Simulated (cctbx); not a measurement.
# Absolute structure of BaFeCo4O7

Space group P6_3mc (no. 186), a = 6.1420 Å, b = 6.1420 Å, c = 10.0870 Å, α = 90.00°, β = 90.00°, γ = 120.00°.

| atom | mult. | x | y | z | Ueq (Å²) |
| --- | --- | --- | --- | --- | --- |
| Ba1 | 2 | 2/3 | 1/3 | 0.4946 | 0.0236 |
| Co1 | 2 | 0 | 0 | 0.4414 | 0.0219 |
| Co2 | 6 | 0.8275 | 0.6550 | 0.1880 | 0.0332 |
| Fe1 | 2 | 2/3 | 1/3 | 0.8693 | 0.0343 |
| O1 | 6 | 0.5058 | 0.4942 | 0.7554 | 0.0419 |
| O2 | 2 | 0 | 0 | 0.7507 | 0.0396 |
| O3 | 6 | 0.8355 | 0.6710 | 0.9931 | 0.0376 |

The model is made up (kin elements in a known structure type, no relaxation), so it says nothing on whether the phase exists.

Data sets are simulated with cctbx and refined with Bijvoet mates kept apart; Flack x is then fitted as the share of an inverted twin with the atoms fixed, Hooft y from the Bijvoet differences. The group is acentric but holds improper operations, so there is an absolute structure (orientation) and no hand.

Untwinned crystal. What Flack and Hooft values should come out?

```csv
λ (Å),extinction (unmodelled),d min (Å),top counts,error (%),model,R1,Flack x,s.u.,Hooft y,s.u.,pairs
0.71073,0,0.77,20000,6,as given,0.0153,-0.12,0.07,-0.059,0.069,151
0.71073,0,0.77,20000,6,inverted,0.0202,1.12,0.07,1.073,0.070,151
1.54184,0,0.83,20000,2,as given,0.0068,-0.007,0.008,0.004,0.008,126
```

With Mo Kα, x is within 3 s.u. of 0, so the absolute structure is right, though an s.u. above 0.04 can't exclude a small twin share. With Cu Kα, x is within 3 s.u. of 0, so the absolute structure is right. Inverting the model turns x into about 1 − x.

A further crystal gives:

| λ (Å) | extinction (unmodelled) | d min (Å) | top counts | error (%) | model | R1 | Flack x | s.u. | Hooft y | s.u. | pairs |
| --- | --- | --- | --- | --- | --- | --- | --- | --- | --- | --- | --- |
| 1.54184 | 0 | 0.8 | 40000 | 2 | as given | 0.0183 | 0.298 | 0.01 | 0.297 | 0.006 | 140 |

**Question.** What is it?

It was simulated as an inversion twin with a fraction 0.3 of the inverted domain. Flack x is over 3 s.u. from both 0 and 1 and reads that fraction.

[Logs are printed without paths, hosts, clocks, repeated set-up lines and the standing remarks that a program may print on its own settings, such as how far it seeks lower states.]
